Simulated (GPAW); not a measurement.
# In2O2 monolayer: work function by functional and basis, part 2 of 2

How far do functional and basis move the work function of In2O2 monolayer? Where a layer proves gapped, the work function hangs on where the smearing puts the Fermi level, and the band edges take its place.

GPAW 26.7.0; GPAW, PAW setups; layer in a repeated cell with vacuum, relaxation of atoms and in-plane cell (the session's first sound run).

So far, upper work function (eV): step 3 (the slab's potential, PBE, GPAW) 6.29; step 6 (GPAW, PAW setups) 6.55; step 7 (revPBE) 6.12; step 8 (LDA) 6.72; step 9 (mode fd, grid spacing 0.18 Å, PBE, GPAW) 6.28.

### 10. Atomic orbitals: mode = "lcao"

Atom-centred orbitals end a few angstrom from the surface, which tests how much the density's tail matters.

run.py reads:

```python
import json
import numpy as np
from ase import Atoms
from gpaw import GPAW

slab = Atoms(
    ['O', 'In', 'In', 'O'],
    positions=[
        [-0.00000, 1.96175, 9.00000],
        [-0.00000, 0.00000, 9.81929],
        [-0.00000, 0.00000, 12.66619],
        [-0.00000, 1.96175, 13.48548]],
    cell=[[3.39784, -0.0, 0.0], [-1.69892, 2.94262, 0.0], [0.0, 0.0, 22.4855]],
    pbc=[True, True, False])

slab.calc = GPAW(mode='lcao', basis='dzp', h=0.18, xc='PBE', kpts={'size': (12, 12, 1), 'gamma': True},
                 occupations={'name': 'fermi-dirac', 'width': 0.05}, nbands='120%',
                 convergence={'density': 1e-05}, maxiter=200,
                 poissonsolver={'dipolelayer': 'xy'},
                 symmetry={'tolerance': 1e-3}, txt='slab.txt')
result = {}
energy = slab.get_potential_energy()
fermi = slab.calc.get_fermi_level()
v = slab.calc.get_electrostatic_potential().mean((0, 1)) - fermi
n = slab.calc.get_pseudo_density().mean((0, 1))
L = slab.cell[2, 2]
z = np.arange(len(v)) * L / len(v)
low, high = slab.positions[:, 2].min(), slab.positions[:, 2].max()
below, above = np.interp([low - 6.8, high + 6.8], z, v)
slopes = [np.interp(x, z, np.gradient(v, z)) for x in (low - 6.8, high + 6.8)]
eps = np.array([[slab.calc.get_eigenvalues(k, s) for k in range(len(slab.calc.get_ibz_k_points()))]
                for s in range(slab.calc.get_number_of_spins())]) - fermi
top, bottom = eps[eps < 0].max(), eps[eps > 0].min()
dipole = slab.get_dipole_moment()[2]
print(f'energy {energy:.4f} eV, Fermi level {fermi:.4f} eV, dipole {dipole:.5f} e A')
print(f'potential 6.8 A off the faces, from the Fermi level: lower {below:.4f} eV, upper {above:.4f} eV')
print(f'slope of the potential there: lower {slopes[0]:.5f}, upper {slopes[1]:.5f} eV/A')
print(f'nearest levels on the mesh: {top:.4f} and {bottom:.4f} eV')
print('magnetic moment', round(slab.get_magnetic_moment(), 3))
result.update(energy=energy, fermi=fermi, dipole=dipole, below=below, above=above, slopes=slopes, edges=[top, bottom],
              z=z.tolist(), v=v.tolist(), n=n.tolist(), positions=slab.positions.tolist(),
              forces=slab.get_forces(apply_constraint=False).tolist(), moments=slab.get_magnetic_moments().tolist())
json.dump(result, open('result.json', 'w'))
```

Command:

```bash
OMP_NUM_THREADS=1 OPENBLAS_NUM_THREADS=1 python run.py
```

It took 64 s on 1 thread of AMD EPYC 9B45 (Zen 5), shared host; peak memory 0.26 GiB.

Numbers from this step:

```
levels nearest the Fermi level on the mesh : -0.3371, 0.2251 eV from the Fermi level
upper work function                        : 6.404 eV
lower work function                        : 6.400 eV
upper ionisation energy                    : 6.741 eV
```

The highest filled level lies 0.337 eV under the Fermi level, so the ionisation energy from the upper face is 6.404 + 0.337 = 6.741 eV, against 6.576 eV in the base run.

### 11. All levels side by side

Times are for 1 thread of AMD EPYC 9B45 (Zen 5), shared host. The series side by side:

| no. | run | upper work function (eV) | lower work function (eV) | time | memory (GiB) |
| --- | --- | --- | --- | --- | --- |
| 1 | pw | 6.290 | 6.286 | 23 s | 0.27 |
| 2 | vdW DF2 | 6.884 | 6.879 | 80 s | 0.47 |
| 3 | RPBE | 6.103 | 6.099 | 25 s | 0.26 |
| 4 | optPBE vdW | 6.548 | 6.544 | 29 s | 0.46 |
| 5 | revPBE | 6.116 | 6.111 | 25 s | 0.27 |
| 6 | LDA | 6.720 | 6.716 | 23 s | 0.26 |
| 7 | fd | 6.281 | 6.277 | 91 s | 0.6 |
| 8 | lcao | 6.404 | 6.400 | 64 s | 0.26 |

### 12. Side by side

Results and costs are gathered.

This step: comparison of work functions, dipole and cost (GPAW 26.7.0).

Ladder, by row:

| step | code | work function, upper (eV) | work function, lower (eV) | dipole (e Å) | wall time (s) | peak memory (GiB) | threads |
| --- | --- | --- | --- | --- | --- | --- | --- |
| pw | GPAW | 6.29 | 6.286 | -3.36e-4 | 23.4 | 0.27 | 1 |
| vdW-DF2 | GPAW | 6.884 | 6.879 | -3.36e-4 | 80.15 | 0.47 | 1 |
| RPBE | GPAW | 6.103 | 6.099 | -3.36e-4 | 25.32 | 0.26 | 1 |
| optPBE-vdW | GPAW | 6.548 | 6.544 | -3.36e-4 | 28.99 | 0.46 | 1 |
| revPBE | GPAW | 6.116 | 6.111 | -3.36e-4 | 24.6 | 0.27 | 1 |
| LDA | GPAW | 6.72 | 6.716 | -3.36e-4 | 22.56 | 0.26 | 1 |
| fd | GPAW | 6.281 | 6.277 | -3.38e-4 | 91.47 | 0.6 | 1 |
| lcao | GPAW | 6.404 | 6.4 | -3.38e-4 | 64.33 | 0.26 | 1 |

### 13. A changed run

One more run, with changed settings.

This step: GPAW, PAW setups; slab in vacuum (GPAW 26.7.0).

Changes to run.py since step 10:

```diff
@@ -3,3 +3,3 @@
 from ase import Atoms
-from gpaw import GPAW
+from gpaw import GPAW, PW
 
@@ -15,5 +15,5 @@
 
-slab.calc = GPAW(mode='lcao', basis='dzp', h=0.18, xc='PBE', kpts={'size': (12, 12, 1), 'gamma': True},
-                 occupations={'name': 'fermi-dirac', 'width': 0.05}, nbands='120%',
-                 convergence={'density': 1e-05}, maxiter=200,
+slab.calc = GPAW(mode=PW(500), xc='PBE', kpts={'size': (12, 12, 1), 'gamma': True},
+                 occupations={'name': 'fermi-dirac', 'width': 0.05}, nbands='100%',
+                 convergence={'density': 1e-05}, maxiter=100,
                  poissonsolver={'dipolelayer': 'xy'},
```

It took 19 s on 1 thread; peak memory 0.24 GiB.

The run ended with an error.

The program's message: “ValueError: zero-size array to reduction operation minimum which has no identity”

The change that led to it: nbands = "100 % of the filled bands".

### 14. Results

| Quantity | Value |
| --- | --- |
| work function, both faces (Fermi level placed in the gap by the smearing) | 6.29 eV |
| ionisation energy from the upper face (highest filled level on the mesh) | 6.58 eV |
| electron affinity from the upper face (lowest empty Kohn-Sham level on the mesh) | 6.10 eV |
| dipole along the normal | -3.4e-4 e Å, near the numerical noise |

What this shows: With plane waves and PBE the ionisation energy from the upper face is 6.58 eV and the Kohn-Sham electron affinity 6.10 eV. The levels nearest the Fermi level on the mesh lie 0.476 eV apart, so the slab is gapped there: the smearing puts the Fermi level inside the gap, and from either face the ionisation energy is the work function plus 0.29 eV. Both are Kohn-Sham levels on the mesh, and semilocal gaps are too small, so the affinity tends to come out too large and the ionisation energy too small. Work functions of a gapped slab move with the place of the Fermi level in the gap; over the runs without a planted fault the highest filled level on the mesh lies 6.42 (RPBE) to 7.18 eV (vdW-DF2) under the upper vacuum level. The starting lattice was a guess from atomic radii; the relaxation moved it by 3 %. The small printed dipole stands for a step of 6.1 meV from the lower to the upper face, and the probes find 4.5 meV; values this small are near the numerical noise of both. The layer's cell and atoms come from the relaxation; spin-orbit coupling and temperature are left out.

[Logs are printed without paths, hosts, clocks, repeated set-up lines and the standing remarks that a program may print on its own settings, such as how far it seeks lower states.]

[Hosts, paths, dates, database ids (printed as entryN), source tags and the programs' standing remarks are cut or masked in the printed files.]
